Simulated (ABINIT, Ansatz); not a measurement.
# ZrSe3 (P2_1/m): changed settings of a GW run in ABINIT

Aim: change inputs of a GW run on ZrSe3 (P2_1/m) and see what moves.

Calculated with ABINIT 10.8.3; PBEsol and many-body steps on it, plane waves.

Report form: the programs' logs are mostly left out.

### Step 1. The structure

The structure is monoclinic, space group P2_1/m (No. 11). The conventional cell has a = 5.411 Å, b = 3.749 Å, c = 9.444 Å, α = 90.00°, β = 97.48°, γ = 90.00°. Nearest to Zr lie 8 Se at 2.72 to 2.87 Å. Se has 4 Zr at 2.72 to 2.87 Å nearest. Nearest to Se lie 1 Se at 2.34 Å and 2 Zr at 2.73 Å. Nearest to Se lie 1 Se at 2.34 Å and 2 Zr at 2.74 Å. Farther neighbours and most contacts between anions are not listed.

The cell and positions come from the Crystallography Open Database and are kept as given unless a step says otherwise.

### Step 2. Screening, 2×4×1 mesh, 209 bands, screening to 114.3 eV

This step: ABINIT 10.8.3; RPA screening on PBEsol, plane waves, norm-conserving pseudopotentials.

The RPA dielectric matrix is built and inverted for each q.

Input file run.abi:

```
acell 3*1.0 Angstrom
rprim 
  5.410900000000 -0.000000000000 -0.000000000000
  -0.000000000000 3.748800000000 0.000000000000
  -1.229420909100 0.000000000000 9.363634990100
ntypat 2
znucl 40 34
natom 8
typat 1 1 2 2 2 2 2 2
xred 
  0.285000000000 0.250000000000 0.656000000000
  0.715000000000 0.750000000000 0.344000000000
  0.762000000000 0.250000000000 0.554000000000
  0.238000000000 0.750000000000 0.446000000000
  0.456000000000 0.250000000000 0.174000000000
  0.544000000000 0.750000000000 0.826000000000
  0.888000000000 0.250000000000 0.169000000000
  0.112000000000 0.750000000000 0.831000000000
pp_dirpath "pseudos"
pseudos "Zr.upf, Se.upf"
ecut 48
ngkpt 2 4 1
nshiftk 1
shiftk 0 0 0
kptopt 1
chksymbreak 0
istwfk *1
occopt 1
irdwfk 1
optdriver 3
nband 209
ecuteps 4.2
inclvkb 2
awtr 1
symchi 1
indata_prefix "in"
outdata_prefix "out"
tmpdata_prefix "tmp"
```

On the command line:

```bash
$ OMP_NUM_THREADS=1 mpirun -n 16 abinit run.abi > log
```

It took 7.1 min on 16 MPI ranks of Arm Neoverse N1, shared host; peak memory 20 GiB.

This step gave:

- ε∞ with local fields, on this mesh, along the program's q direction: 16.07
- the same without local fields: 18.69
- plasma frequency: 34.92 eV
- plane waves in the screening matrix: 521

Local fields lower ε∞ by 14 %. On a Γ-centred mesh this coarse the value itself is usually too large, while a short band sum pulls it down.

### Step 3. Base

The self-energy is evaluated for the states that the input lists, and the levels follow from it, in one-shot runs by the linearised quasiparticle equation.

This step: G0W0 on PBEsol, plane waves, norm-conserving pseudopotentials.

run.abi: that of step 2 with these lines changed.

```diff
@@ -29,8 +29,17 @@
 irdwfk 1
-optdriver 3
+optdriver 4
 nband 209
+gwcalctyp 0
+ecutsigx 48
+symsigma 1
+nkptgw 2
+kptgw 
+  0.0000000000 0.0000000000 0.0000000000
+  0.5000000000 0.0000000000 0.0000000000
+bdgw 
+  83 86
+  83 86
 ecuteps 4.2
-inclvkb 2
-awtr 1
-symchi 1
+irdscr 1
+ppmodel 1
 indata_prefix "in"
```

Elapsed: 32 s, on 16 MPI ranks; peak memory 8.5 GiB; 8.6 min of CPU time.

Numbers from this step:

- G0W0 gap on the points computed: 0.8360 eV
- starting gap on the mesh: 0.3293 eV
- k of the valence top: 0, 0, 0
- k of the conduction bottom: 0.5, 0, 0
- Z at the valence top: 0.795
- Z at the conduction bottom: 0.794
- least direct G0W0 gap on the computed points: 1.176 eV

The gap on the mesh goes from 0.33 eV to 0.84 eV, a correction of +0.51 eV.

### Step 4. Exchange cutoff of one hartree

run.abi: that of step 3 with these lines changed.

```diff
@@ -32,3 +32,3 @@
 gwcalctyp 0
-ecutsigx 48
+ecutsigx 1
 symsigma 1
```

It took 14 s on 16 MPI ranks; peak memory 5.3 GiB; 3.7 min of CPU time.

The run ended normally, though the input holds a fault or crude settings.

The fault put into this input: exchange cutoff of one hartree. It printed a gap of 0.40 eV, an artefact of the input.

### Step 5. Side by side

Times are wall times on 16 MPI ranks of Arm Neoverse N1, shared host, good to a factor of about two. A run's time includes the screening step that it read.

```tsv
run	mesh	bands	screening cutoff (eV)	DFT gap (eV)	gap on the mesh (eV)	direct (eV)	ε∞ used	time
base	2×4×1	209	114.3	0.329	0.836	1.176	16.07	7.7 min
```

### Step 6. Summary of results

- base: 0.836 eV
- known limits: not at the basis limit; no spin-orbit coupling; coarse k mesh

In words: Bands and cutoff are finite, so the gap is not at the basis limit. The miss can reach some tenths of an eV and take either sign; the mesh is an error of its own. In the G0W0 run levels were corrected at 2 k points alone, so a gap called «on the mesh» is the least over those, and an edge elsewhere would be missed. The 2×4×1 mesh is coarse for this cell, which bears on the long-range parts of exchange and screening. The many-body steps are scalar-relativistic: spin-orbit coupling is not in them.

[Paths, hosts, dates, memory and timing lines, banners, echoed tables and standing remarks are left out of the program output.]

[Logs are printed without paths, hosts, clocks, repeated set-up lines and the standing remarks that a program may print on its own settings, such as how far it seeks lower states.]

[Runs of the session that timed out or met a known fault of the program may be left out.]

[Hosts, paths, dates, database ids (printed as entryN), source tags and the programs' standing remarks are cut or masked in the printed files.]

[G0W0 gaps are taken among the corrected bands and points alone; a level outside them can change the order at an edge.]

[Where Ansatz stands beside ABINIT at settings called matched, ABINIT's density can come from a denser mesh and the files from another edition; pairs whose starting gaps differed by over 0.03 eV were left out, so agreement reads better than it is.]
